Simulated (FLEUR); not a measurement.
# MnS: exchange couplings and spiral energies by force theorems, part 2 of 2

Wanted: exchange couplings and spiral energies for MnS, with the cost of each step.

FLEUR MaX-R8.1; LDA (VWN) with U = 4 eV on Mn d; all-electron FLAPW, Dirac cores, scalar-relativistic bands.

So far, mean field temperature of kept pairs (K): step 5 (Monte Carlo) 174.

The database entry behind the starting cell differs from later determinations by our own check (an axis about 0.2 % short against later determinations), so it need not match the best structure at ambient conditions.

## (6) Spirals along a path, cone 90°

Level of this step: LDA (VWN) with U = 4 eV on Mn d; all-electron FLAPW, Dirac cores, scalar-relativistic bands, spirals by the force theorem (FLEUR).

A path through the zone shows where the energy has its minimum.

The k list path (kpts.xml, not shown) is a Γ-centred 8×8×8 mesh.

File inp.xml:

```
<?xml version="1.0" encoding="UTF-8" standalone="no"?>
<fleurInput fleurInputVersion="0.39">
   <comment>
      MnS
   </comment>
   <calculationSetup>
      <cutoffs Kmax="3.97" Gmax="11.9" GmaxXC="11.9" numbands="0"/>
      <scfLoop itmax="1" minDistance="0.0001" maxIterBroyd="15" imix="Anderson" alpha="0.05" precondParam="0.0" spinf="2.0" sdNocoIR="T"/>
      <coreElectrons ctail="F" frcor="F" kcrel="0" coretail_lmax="0"/>
      <xcFunctional name="vwn" relativisticCorrections="F"/>
      <magnetism jspins="2" l_noco="T" l_ss="T">
         <qss>0.0 0.0 0.0</qss>
         <mtNocoParams l_mperp="F" l_mtNocoPot="F" l_relaxSQA="F" mag_mixing_scheme="0" mix_RelaxWeightOffD="1.0" l_constrained="F" mix_constr="1.0"/>
         <sourceFreeMag l_sourceFree="F" l_scaleMag="F" mag_scale="1.0"/>
      </magnetism>
      <soc l_soc="F" theta="0.0" phi="0.0" spav="F"/>
      <expertModes spex="0" secvar="F"/>
      <geometryOptimization l_f="F" forcealpha="1.0" forcemix="BFGS" epsdisp="0.00001" epsforce="0.00001"/>
      <ldaU l_linMix="F" mixParam="0.05" spinf="1.0"/>
   </calculationSetup>
   <cell>
      <bzIntegration valenceElectrons="21.0" mode="hist" fermiSmearingEnergy="0.00110248">
         <kPointListSelection listName="path"/>
         <xi:include xmlns:xi="http://www.w3.org/2001/XInclude" href="kpts.xml"> </xi:include>
      </bzIntegration>
      <xi:include xmlns:xi="http://www.w3.org/2001/XInclude" href="sym.xml"> </xi:include>
      <bulkLattice scale="1.0">
         <bravaisMatrix>
            <row-1>    0.0000000000000000     4.9217916915206992     4.9217916915206992</row-1>
            <row-2>    4.9217916915206992     0.0000000000000000     4.9217916915206992</row-2>
            <row-3>    4.9217916915206992     4.9217916915206992     0.0000000000000000</row-3>
         </bravaisMatrix>
      </bulkLattice>
   </cell>
   <atomSpecies>
      <species name="Manganese 4.500" element="Mn" atomicNumber="25">
         <mtSphere radius="2.8" gridPoints="925" logIncrement="0.013"/>
         <atomicCutoffs lmax="10" lnonsphr="8"/>
         <electronConfig flipSpins="F">
            <coreConfig>(1s1/2) (2s1/2) (2p1/2) (2p3/2)</coreConfig>
            <valenceConfig>(3s1/2) (3p1/2) (3p3/2) (4s1/2) (3d3/2) (3d5/2)</valenceConfig>
            <stateOccupation state="(3d3/2)" spinUp="1.75" spinDown="0.25"/>
            <stateOccupation state="(3d5/2)" spinUp="3.0" spinDown="0.0"/>
         </electronConfig>
         <energyParameters s="4" p="4" d="3" f="4"/>
         <ldaU l="2" U="4.0" J="0.0" l_amf="F"/>
         <lo type="SCLO" l="0" n="3" eDeriv="0"/>
         <lo type="SCLO" l="1" n="3" eDeriv="0"/>
      </species>
      <species name="Sulfur (S)" element="S" atomicNumber="16">
         <mtSphere radius="1.89" gridPoints="625" logIncrement="0.018"/>
         <atomicCutoffs lmax="8" lnonsphr="6"/>
         <electronConfig flipSpins="F">
            <coreConfig>(1s1/2) (2s1/2) (2p1/2) (2p3/2)</coreConfig>
            <valenceConfig>(3s1/2) (3p1/2) (3p3/2)</valenceConfig>
            <stateOccupation state="(3p1/2)" spinUp="0.666667" spinDown="0.666667"/>
            <stateOccupation state="(3p3/2)" spinUp="1.333333" spinDown="1.333333"/>
         </electronConfig>
         <energyParameters s="3" p="3" d="3" f="4"/>
      </species>
   </atomSpecies>
   <atomGroups>
      <atomGroup species="Manganese 4.500">
         <relPos label="                   1">.0000000000 .0000000000 .0000000000</relPos>
         <force calculate="T" relaxXYZ="TTT"/>
         <nocoParams  alpha="0.0" beta="1.5707963"/>
      </atomGroup>
      <atomGroup species="Sulfur (S)">
         <relPos label="                   2">1.000/2.000 1.000/2.000 1.000/2.000</relPos>
         <force calculate="T" relaxXYZ="TTT"/>
         <nocoParams  alpha="0.0" beta="1.5707963"/>
      </atomGroup>
   </atomGroups>
   <output dos="F" band="F" slice="F">
      <bandDOS minEnergy="-.5*Htr" maxEnergy="0.5*Htr" sigma="0.015" storeEVData="T"/>
      <plotting iplot="0" polar="F">
         <plot TwoD="T" vec1="  1.0  0.0  0.0" vec2="  0.0  1.0  0.0" vec3="  0.0  0.0  1.0" zero="  0.0  0.0  0.0" file="plot"/>
      </plotting>
      <moessbauerParams electricFieldGradient="F" isomerShift="F" coreHyperfine="F" valenceHyperfine="F"/>
   </output>
   <forceTheorem>
      <spinSpiralDispersion>
         <q>0.00000000 0.00000000 0.00000000</q>
         <q>0.12500000 0.00000000 0.12500000</q>
         <q>0.25000000 0.00000000 0.25000000</q>
         <q>0.37500000 0.00000000 0.37500000</q>
         <q>0.50000000 0.00000000 0.50000000</q>
         <q>0.53125000 0.06250000 0.53125000</q>
         <q>0.56250000 0.12500000 0.56250000</q>
         <q>0.59375000 0.18750000 0.59375000</q>
         <q>0.62500000 0.25000000 0.62500000</q>
         <q>0.56250000 0.28125000 0.65625000</q>
         <q>0.50000000 0.31250000 0.68750000</q>
         <q>0.43750000 0.34375000 0.71875000</q>
         <q>0.37500000 0.37500000 0.75000000</q>
      </spinSpiralDispersion>
   </forceTheorem>
</fleurInput>
```

Run with:

```
$ OMP_NUM_THREADS=1 mpirun -n 2 fleur_MPI -warn_only > fleur.log
```

Log:

```text
[banner, memory and clock lines left out]
Welcome to FLEUR        (www.flapw.de)
      MaX-Release 8.1          (www.max-centre.eu)
 qss = 0 ; not a spin-spiral!

 ========== k-point set info ==========
 Selected k-point list: path
 k-point list type: mesh
 0 x 0 x 0
 Number of k points: 512

 [... set-up left out ...]
 ********************************************************************
 Run finished successfully
 Stop message:
   Forcetheorem:SpinSpiralDispersion
 ********************************************************************

--- out.xml (force theorem) ---
<Forcetheorem_SSDISP qvectors="13" units="Htr">
            <Entry q="1" ev-sum="-13.6915453"/>
            <Entry q="2" ev-sum="-13.6921286"/>
            <Entry q="3" ev-sum="-13.6926385"/>
            <Entry q="4" ev-sum="-13.6923309"/>
            <Entry q="5" ev-sum="-13.6919971"/>
            <Entry q="6" ev-sum="-13.6920533"/>
            <Entry q="7" ev-sum="-13.6921964"/>
            <Entry q="8" ev-sum="-13.6923858"/>
            <Entry q="9" ev-sum="-13.6925864"/>
            <Entry q="10" ev-sum="-13.6926909"/>
            <Entry q="11" ev-sum="-13.6927309"/>
            <Entry q="12" ev-sum="-13.6926413"/>
            <Entry q="13" ev-sum="-13.6925024"/>
         </Forcetheorem_SSDISP>
```

Elapsed: 8.2 min, on 2 MPI ranks of Intel Xeon 6975P-C (Granite Rapids), shared host; peak memory 0.5 GiB.

## (7) Spiral dispersion

Wavevectors, in fractions of the reciprocal vectors: (0, 0, 0); (0.125, 0, 0.125); (0.25, 0, 0.25); (0.375, 0, 0.375); (0.5, 0, 0.5); (0.531, 0.0625, 0.531); (0.562, 0.125, 0.562); (0.594, 0.188, 0.594); (0.625, 0.25, 0.625); (0.562, 0.281, 0.656); (0.5, 0.312, 0.688); (0.438, 0.344, 0.719); (0.375, 0.375, 0.75). Straight legs join the named points.

Table of energy less that at q = 0, over sin^2 of the cone, cone 90 degrees by path:

| path (Å⁻¹) | energy less that at q = 0, over sin^2 of the cone, cone 90 degrees (meV a magnetic atom) |
| --- | --- |
| 0.000 | 0 |
| 0.302 | -15.9 |
| 0.603 | -29.7 |
| 0.905 | -21.4 |
| 1.206 | -12.3 |
| 1.313 | -13.8 |
| 1.419 | -17.7 |
| 1.526 | -22.9 |
| 1.633 | -28.3 |
| 1.817 | -31.2 |
| 2.002 | -32.3 |
| 2.187 | -29.8 |
| 2.371 | -26.0 |

## (8) An attempt with other settings

An input with a fault is tried, to see how the program answers.

File inp.xml:

```
<?xml version="1.0" encoding="UTF-8" standalone="no"?>
<fleurInput fleurInputVersion="0.39">
   <comment>
      MnS
   </comment>
   <calculationSetup>
      <cutoffs Kmax="3.97" Gmax="11.9" GmaxXC="11.9" numbands="0"/>
      <scfLoop itmax="100" minDistance="0.0001" maxIterBroyd="15" imix="Anderson" alpha="0.05" precondParam="0.0" spinf="2.0" sdNocoIR="T"/>
      <coreElectrons ctail="T" frcor="F" kcrel="0" coretail_lmax="0"/>
      <xcFunctional name="vwn" relativisticCorrections="F"/>
      <magnetism jspins="2"/>
      <soc l_soc="F" theta="0.0" phi="0.0" spav="F"/>
      <expertModes spex="0" secvar="F"/>
      <geometryOptimization l_f="F" forcealpha="1.0" forcemix="BFGS" epsdisp="0.00001" epsforce="0.00001"/>
      <ldaU l_linMix="F" mixParam="0.05" spinf="1.0"/>
   </calculationSetup>
   <cell>
      <bzIntegration valenceElectrons="21.0" mode="hist" fermiSmearingEnergy="0.00110248">
         <kPointListSelection listName="default-1"/>
         <xi:include xmlns:xi="http://www.w3.org/2001/XInclude" href="kpts.xml"> </xi:include>
      </bzIntegration>
      <xi:include xmlns:xi="http://www.w3.org/2001/XInclude" href="sym.xml"> </xi:include>
      <bulkLattice scale="1.0">
         <bravaisMatrix>
            <row-1>    0.0000000000000000     4.9217916915206992     4.9217916915206992</row-1>
            <row-2>    4.9217916915206992     0.0000000000000000     4.9217916915206992</row-2>
            <row-3>    4.9217916915206992     4.9217916915206992     0.0000000000000000</row-3>
         </bravaisMatrix>
      </bulkLattice>
   </cell>
   <atomSpecies>
      <species name="Manganese 4.500" element="Mn" atomicNumber="25">
         <mtSphere radius="2.8" gridPoints="925" logIncrement="0.013"/>
         <atomicCutoffs lmax="10" lnonsphr="8"/>
         <electronConfig flipSpins="F">
            <coreConfig>(1s1/2) (2s1/2) (2p1/2) (2p3/2)</coreConfig>
            <valenceConfig>(3s1/2) (3p1/2) (3p3/2) (4s1/2) (3d3/2) (3d5/2)</valenceConfig>
            <stateOccupation state="(3d3/2)" spinUp="1.75" spinDown="0.25"/>
            <stateOccupation state="(3d5/2)" spinUp="3.0" spinDown="0.0"/>
         </electronConfig>
         <energyParameters s="4" p="4" d="3" f="4"/>
         <ldaU l="2" U="4.0" J="0.0" l_amf="F"/>
      </species>
      <species name="Sulfur (S)" element="S" atomicNumber="16">
         <mtSphere radius="1.89" gridPoints="625" logIncrement="0.018"/>
         <atomicCutoffs lmax="8" lnonsphr="6"/>
         <electronConfig flipSpins="F">
            <coreConfig>(1s1/2) (2s1/2) (2p1/2) (2p3/2)</coreConfig>
            <valenceConfig>(3s1/2) (3p1/2) (3p3/2)</valenceConfig>
            <stateOccupation state="(3p1/2)" spinUp="0.666667" spinDown="0.666667"/>
            <stateOccupation state="(3p3/2)" spinUp="1.333333" spinDown="1.333333"/>
         </electronConfig>
         <energyParameters s="3" p="3" d="3" f="4"/>
      </species>
   </atomSpecies>
   <atomGroups>
      <atomGroup species="Manganese 4.500">
         <relPos label="                   1">.0000000000 .0000000000 .0000000000</relPos>
         <force calculate="T" relaxXYZ="TTT"/>
      </atomGroup>
      <atomGroup species="Sulfur (S)">
         <relPos label="                   2">1.000/2.000 1.000/2.000 1.000/2.000</relPos>
         <force calculate="T" relaxXYZ="TTT"/>
      </atomGroup>
   </atomGroups>
   <output dos="F" band="F" slice="F">
      <bandDOS minEnergy="-.5*Htr" maxEnergy="0.5*Htr" sigma="0.015" storeEVData="T"/>
      <plotting iplot="0" polar="F">
         <plot TwoD="T" vec1="  1.0  0.0  0.0" vec2="  0.0  1.0  0.0" vec3="  0.0  0.0  1.0" zero="  0.0  0.0  0.0" file="plot"/>
      </plotting>
      <moessbauerParams electricFieldGradient="F" isomerShift="F" coreHyperfine="F" valenceHyperfine="F"/>
   </output>
</fleurInput>
```

File crystal.txt:

```
MnS
&input film=F cartesian=F /
0.00000000000  2.60450000000  2.60450000000
2.60450000000  0.00000000000  2.60450000000
2.60450000000  2.60450000000  0.00000000000
1.8897261246
1.0 1.0 1.0

2
25 0.00000000000  0.00000000000  0.00000000000 : 4.500
16 0.50000000000  0.50000000000  0.50000000000

&kpt div1=6 div2=6 div3=6 gamma=T /
```

Run with:

```
$ OMP_NUM_THREADS=1 inpgen -f crystal.txt > inpgen.log  # inp.xml is then edited as shown
$ OMP_NUM_THREADS=1 mpirun -n 2 fleur_MPI > fleur.log
```

Log:

```text
[banner, memory and clock lines left out]
Welcome to FLEUR        (www.flapw.de)
      MaX-Release 8.1          (www.max-centre.eu)

 ========== k-point set info ==========
 Selected k-point list: default-1
 k-point list type: mesh
 6 x 6 x 6
 Number of k points: 16

 [... set-up left out ...]
 no density matrix found ... skipping LDA+U
 Reset of history
 Iteration:     1   Distance:     159.99234042 me/bohr^3
 Iteration:     2   Distance:     140.56595271 me/bohr^3
 Iteration:     3   Distance:     127.92492886 me/bohr^3
 Iteration:     4   Distance:      70.89956332 me/bohr^3
 Iteration:     5   Distance:      56.17229066 me/bohr^3
 Iteration:     6   Distance:      13.89733100 me/bohr^3
 Iteration:     7   Distance:       5.64840684 me/bohr^3
 Iteration:     8   Distance:       2.52630787 me/bohr^3
 Iteration:     9   Distance:       2.06264935 me/bohr^3
 Iteration:    10   Distance:       0.40601007 me/bohr^3
 Iteration:    11   Distance:       0.27974813 me/bohr^3
 Iteration:    12   Distance:       0.13188301 me/bohr^3
 Iteration:    13   Distance:       0.09076064 me/bohr^3
 Iteration:    14   Distance:       0.04272173 me/bohr^3
 Iteration:    15   Distance:       0.03854747 me/bohr^3
 Iteration:    16   Distance:       0.01171648 me/bohr^3
 Iteration:    17   Distance:       0.01136093 me/bohr^3
 Iteration:    18   Distance:       0.00586330 me/bohr^3
 Iteration:    19   Distance:       0.00105404 me/bohr^3
 Iteration:    20   Distance:       0.00039459 me/bohr^3
 Iteration:    21   Distance:       0.00045118 me/bohr^3
 Iteration:    22   Distance:       0.00007597 me/bohr^3

 ********************************************************************
 Run finished successfully
 Stop message:
   all done
 ********************************************************************

--- out.xml (last complete iteration) ---
<iteration numberForCurrentRun="   22" overallNumber="   22">
         [... left out ...]
         <bandgap value="0.0000064306" units="eV"/>
         <sumValenceSingleParticleEnergies value="-3.6122469918" units="Htr"/>
         <FermiEnergy value="0.5073772147" units="Htr"/>
         [... left out ...]
         <magneticMomentsInMTSpheres units="muBohr">
            <globalMagMoment atomType="1" vec="0.00000   0.00000   0.00000"/>
            <globalMagMoment atomType="2" vec="0.00000   0.00000   0.00000"/>
         </magneticMomentsInMTSpheres>
         [... left out ...]
         <totalEnergy value="    -1535.6976862927" units="Htr">
            <sumOfEigenvalues value="     -898.1229015170">
               <coreElectrons value="-894.5106545252"/>
               <valenceElectrons value="-3.6122469918"/>
            </sumOfEigenvalues>
         [... left out ...]
            <freeEnergy value="-1535.6978588871"/>
            <extrapolationTo0K value="-1535.6977725899"/>
         </totalEnergy>
         [... left out ...]
         <ldaUDensityMatrixConvergence>
            <distance spin="1" distance="0.000000"/>
            <distance spin="2" distance="0.000000"/>
         </ldaUDensityMatrixConvergence>
         <densityConvergence units="me/bohr^3">
            <chargeDensity spin="1" distance="0.0000481396"/>
            <chargeDensity spin="2" distance="0.0000458468"/>
            <overallChargeDensity distance="0.0000553859"/>
            <spinDensity distance="0.0000759678"/>
         </densityConvergence>
      </iteration>
```

Run time: 11 s. Hardware: 2 MPI ranks; peak memory 0.22 GiB.

Convergence was reached, yet the input spoils the result.

The fault in the input: semicore states without local orbitals.

Side by side:

| quantity | this run | first run | difference |
| --- | --- | --- | --- |
| largest moment (μB) | 0 | 4.7295 | -4.73 |
| magnetization (μB) | 0 | 5 | -5 |
| free energy (eV) | -41788.47 | -42301.21 | 513 |

The two runs differ clearly in the largest moment: 0 μB against 4.73 μB.

Semicore states counted as valence have no basis functions without local orbitals, so their electrons fill higher states.

## (9) Summary of results

```yaml
reference_state_unstable_against_spirals: ferromagnetic
largest_sphere_moment: 4.73 μB
j_nearest_shell: -0.150 meV
largest_j: -4.37 meV at 5.21 Å
ordering_temperature_mean_field: 174 K
heat_capacity_peak_in_monte_carlo_interpolated: 109 K
lowest_spiral_on_the_path: (0.5, 0.312, 0.688), -32.3 meV a magnetic atom
```

What this shows: A rotation at q = (0, 0, 0.5) lowers the energy, so by its own couplings the state is not the lowest. The couplings rotate rigid moments in a frozen potential; induced moments turn with the spiral and are folded in. Far couplings hang on the mesh, in metals near ones too. Monte Carlo puts the peak at 0.63 of the mean-field temperature; besides fluctuations, rival orders and the fit of the order to the finite box enter that ratio. On cooling the model does not settle into the pattern of the DFT state; another pattern, or another domain of it, wins. Temperatures are for classical spins; for spin S a factor (S+1)/S is a common correction. The couplings were taken about a state that is not the lowest, which is fair only while the moments are rigid. That factor is rough and the peak comes from a small cell, so agreement with experiment is no sharp test. The path misses a lower point of the q mesh, (0, 0, 0.5) at -61.6 meV. A spiral at (0.5, 0.312, 0.688) lies 32 meV under the state at q = 0. The force theorem is less sure for large cones, and points off the k mesh carry noise, which the division by sin² enlarges for narrow cones. The state was typed, and no other order was converged beside it, so it need not be the ground state.

Computed beside measured:

```
                quantity  measured    Monte Carlo  Monte Carlo × (S+1)/S, S = 2.5
ordering temperature (K)       150  109 (-27.2 %)                    153 (+1.9 %)
```

Measured values from arxiv:1108.4537 (2011).

Verdict: For the ordering temperature, of the levels listed nearest comes Monte Carlo × (S+1)/S, S = 2.5 (+1.9 %, good agreement) and farthest Monte Carlo (-27.2 %, fair agreement). No cell relaxation is part of this session.

[Logs and program files are shortened in this print: banners, set-up blocks, solver, clock and traceback lines can be left out without a mark of their own.]

[Logs are printed without paths, hosts, clocks, repeated set-up lines and the standing remarks that a program may print on its own settings, such as how far it seeks lower states.]

[Hosts, paths, dates, database ids (printed as entryN), source tags and the programs' standing remarks are cut or masked in the printed files.]

[Where a cell is said to come from a database of computed structures, the database is the Materials Project.]
